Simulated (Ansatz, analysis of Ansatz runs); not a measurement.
# Mn2+ on a Ca site in CaO: hyperfine coupling against experiment, part 2 of 2

Subject: Mn2+ on a Ca site in CaO. Wanted: its hyperfine coupling, in one set-up (PBE, 64-site cell, PBE lattice, 350 eV, k: the single point 1/4 1/4 1/4 then 2x2x2 shifted 0.5 0.5 0.5). The model is a cell of 64 host atoms with 1 Ca taken out and 1 Mn put in. The isotropic coupling follows from the spin density at the nucleus, the nuclear g-factor and the total spin. This set-up takes another basis size than the usual one.

Ansatz 0.2.0; PBE, 64-site cell, PBE lattice, 350 eV, k: the single point 1/4 1/4 1/4 then 2x2x2 shifted 0.5 0.5 0.5.

So far: The starting structure; Relaxation, charge 0.

### 2. Relaxation, charge 0 (continued)

Level of this step: plane-wave PAW DFT, PBE; relaxation of all atoms of a defect supercell (Ansatz).

Step by step:

```csv
step,energy less that of the first step (eV),largest force component (eV/Å)
1,0.0000,0.3112
2,-0.0766,0.0876
3,-0.0841,0.0508
4,-0.0855,0.0085
```

The run keeps the 12 symmetry operations that it works with, so distortions that break them were not tested.

The atoms that moved most (Å):

```csv
atom,dx,dy,dz,length
O31,0.053,0.000,0.000,0.053
O46,0.000,0.053,0.000,0.053
O53,0.000,0.000,0.053,0.053
O61,0.000,0.000,-0.053,0.053
O63,-0.053,0.000,0.000,0.053
O62,0.000,-0.053,0.000,0.053
Ca27,0.020,0.000,-0.020,0.028
Ca28,0.020,-0.020,0.000,0.028
```

Neighbours of Mn57 at the end:

| atom | distance (Å) |
| --- | --- |
| O31 | 2.362 |
| O46 | 2.362 |
| O53 | 2.362 |
| O63 | 2.362 |
| O62 | 2.362 |
| O61 | 2.362 |
| Ca28 | 3.388 |
| Ca42 | 3.388 |
| Ca44 | 3.388 |
| Ca27 | 3.388 |
| Ca50 | 3.388 |
| Ca51 | 3.388 |
| Ca34 | 3.388 |
| Ca19 | 3.388 |
| Ca12 | 3.388 |
| Ca58 | 3.388 |

Numbers from this step:

```
free energy                           : -78482.6193 eV
total moment                          : 5 μB
integral of the absolute spin density : 5.058 μB
spin contamination                    : 0.007290
```

The relaxation ends 1.3 meV an atom lower, with a largest force component of 0.0085 eV/Å.

### 3. Contact spin densities

The relaxed structure is kept, and the final numbers are taken at the final level and k-points.

This step: plane-wave PAW DFT, PBE; single point of a defect supercell.

Contents of point/input.yaml:

```yaml
crystal:
  lattice:
    - [9.6608253, 0.0, 0.0]
    - [0.0, 9.6608253, 0.0]
    - [0.0, 0.0, 9.6608253]
  atoms:
    - { symbol: Ca, position: [0.0, 0.0, 0.0] }
    - { symbol: Ca, position: [9.58e-06, 0.250246451, 0.250246451] }
[... 24 atom lines left out ...]
    - { symbol: Ca, position: [0.252055266, 0.5, 0.747944734] }
    - { symbol: Ca, position: [0.252055266, 0.747944734, 0.5] }
[... 2 atom lines left out ...]
    - { symbol: O, position: [0.255530664, 0.500000755, 0.500000755] }
[... 10 atom lines left out ...]
    - { symbol: Ca, position: [0.5, 0.252055266, 0.747944734] }
[... 1 atom line left out ...]
    - { symbol: Ca, position: [0.747944734, 0.252055266, 0.5] }
[... 1 atom line left out ...]
    - { symbol: O, position: [0.500000755, 0.255530664, 0.500000755] }
[... 3 atom lines left out ...]
    - { symbol: Ca, position: [0.5, 0.747944734, 0.252055266] }
[... 2 atom lines left out ...]
    - { symbol: O, position: [0.500000755, 0.500000755, 0.255530664] }
[... 3 atom lines left out ...]
    - { symbol: Mn, position: [0.5, 0.5, 0.5], spin: 5.0 }
[... 3 atom lines left out ...]
    - { symbol: O, position: [0.499999245, 0.499999245, 0.744469336] }
    - { symbol: O, position: [0.499999245, 0.744469336, 0.499999245] }
    - { symbol: O, position: [0.744469336, 0.499999245, 0.499999245] }
    - { symbol: O, position: [0.749741795, 0.749741795, 0.749741795] }
basis:
  ecutwfc: 350
  xc_grid: 2
hamiltonian:
  xc: pbe
kpoints:
  mp_grid: { grid: [2, 2, 2], shift: [0.5, 0.5, 0.5] }
magnetization:
  spin_polarized: true
  initial_magnetization: 5
  spin_locking: { lock_magnetization: hard }
scf:
  occupations: { method: fermi_dirac, width: 0.01 }
  max_iter: 120
output:
  forces: true
  efg: {}
  eigenvalues: true
checkpoint:
  read: "../relax.run"
```

Command:

```sh
ansatz run input.yaml --threads 2 --pin off --max-ram 4710MiB --backend cpu --events-out ev --progress --plain --runs-dir out
```

Numbers of over 12 decimals in the logs are rounded to 6 here.

Output:

```text
[...]
Warning: at least one further symmetry operation maps every atom of the structure, as the run holds it, onto an atom to within 1.92e-5 (fractional), and is not used: to satisfy it, and what else the atoms miss by up to 2.00e-5, twice [...]
[...]
Crystal: 64 atoms, lattice volume = 901.660 Å³
Basis set: ecut = 350 eV, 13397 PW (Γ), exchange–correlation on 120×120×120 points (8 copies of the dense FFT grid, shifted against one another)
Bands: 325, of which v1, the nominal top of the filled ones, is band 259 counted from 1 (258 counted from 0)
Symmetry: 12 space group operations
[...]
k-points: 2 of 8
[...]
Starting moments: Σ|m| = 5 μB on 1 of 64 sites; this step starts from the density that it was given
[...]
iter 1 solved again at ethr=1.34e-7 eV; its pass at ethr=3.10e-3 eV (dr2=6.95e-4 eV) is discarded
[...]
atom  44  Ca V_zz =    +0.326479   η = 0.5943   by run symmetry: allowed
[...]
atom  46  O  V_zz =    +2.816801   η = 0.0001   by run symmetry: allowed
[...]
atom  53  O  V_zz =    +2.816801   η = 0.0001   by run symmetry: allowed
[...]
atom  57  Mn V_zz =    -0.000019   η = 0.0000   by run symmetry: allowed
[...]
atom  61  O  V_zz =    +2.816801   η = 0.0001   by run symmetry: allowed
[...]
atom  62  O  V_zz =    +2.816801   η = 0.0001   by run symmetry: allowed
[...]
atom  63  O  V_zz =    +2.816801   η = 0.0001   by run symmetry: allowed
[...]
--- Band table (eV) ---
[...]
[... further k-points left out ...]
[key lines of the parts left out:]
SCF converged after 5 iterations
Magnetization: 5.0000 μB (261.0000 up, 256.0000 down)
Free energy (F): -78482.619235 eV
Fermi energy:    9.992608 (↑ 10.257840, ↓ 9.261511) eV
```

Elapsed: 62 s, on 2 threads of Arm Neoverse V1, shared host; peak memory 2.4 GiB.

This step gave:

```
free energy                           : -78482.6192 eV
total moment                          : 5 μB
integral of the absolute spin density : 5.058 μB
spin contamination                    : 0.007290
```

The largest moments in the atoms' spheres: Mn57 4.26, O63 0.04, O31 0.04, O61 0.04, O53 0.04, O62 0.04 μB.

Isotropic hyperfine couplings from the contact spin densities (Fermi contact term with core polarisation, no dipolar part), the largest:

```csv
atom,isotope,distance from the centre (Å),contact spin density (e/Å³),A (MHz)
Mn57,55Mn,0.00,-3.95,-129.4
O31,17O,2.36,0.327,-5.9
O46,17O,2.36,0.327,-5.9
O53,17O,2.36,0.327,-5.9
O61,17O,2.36,0.327,-5.9
O62,17O,2.36,0.327,-5.9
O63,17O,2.36,0.327,-5.9
Ca25,43Ca,4.83,0.100,-0.9
Ca41,43Ca,4.83,0.100,-0.9
Ca49,43Ca,4.83,0.100,-0.9
```

### 4. Outcome

```
55Mn, isotropic                       : -129.4 MHz
integral of the absolute spin density : 5.06 μB
time of the whole chain               : 2.8 min on 2 threads
```

**Reading.** 55Mn, isotropic: computed -129.4 MHz, measured -242.2 MHz; 112.9 MHz (47 %) smaller in size than the measurement. Only the isotropic (Fermi contact) part is computed, with core polarisation; no vibrational averaging. The coupling of Mn2+ comes from the polarisation of the s shells by the d electrons, which semilocal functionals understate. Limits: the cell was relaxed at this lower cutoff, where the basis error moves the lattice constant.

[Logs are printed without paths, hosts, clocks, repeated set-up lines and the standing remarks that a program may print on its own settings, such as how far it seeks lower states.]

[Hosts, paths, dates, database ids (printed as entryN), source tags and the programs' standing remarks are cut or masked in the printed files.]

[For some hosts the program warned that the k-mesh of the response run may be too coarse for force constants and the static dielectric constant; such warnings are not shown here.]
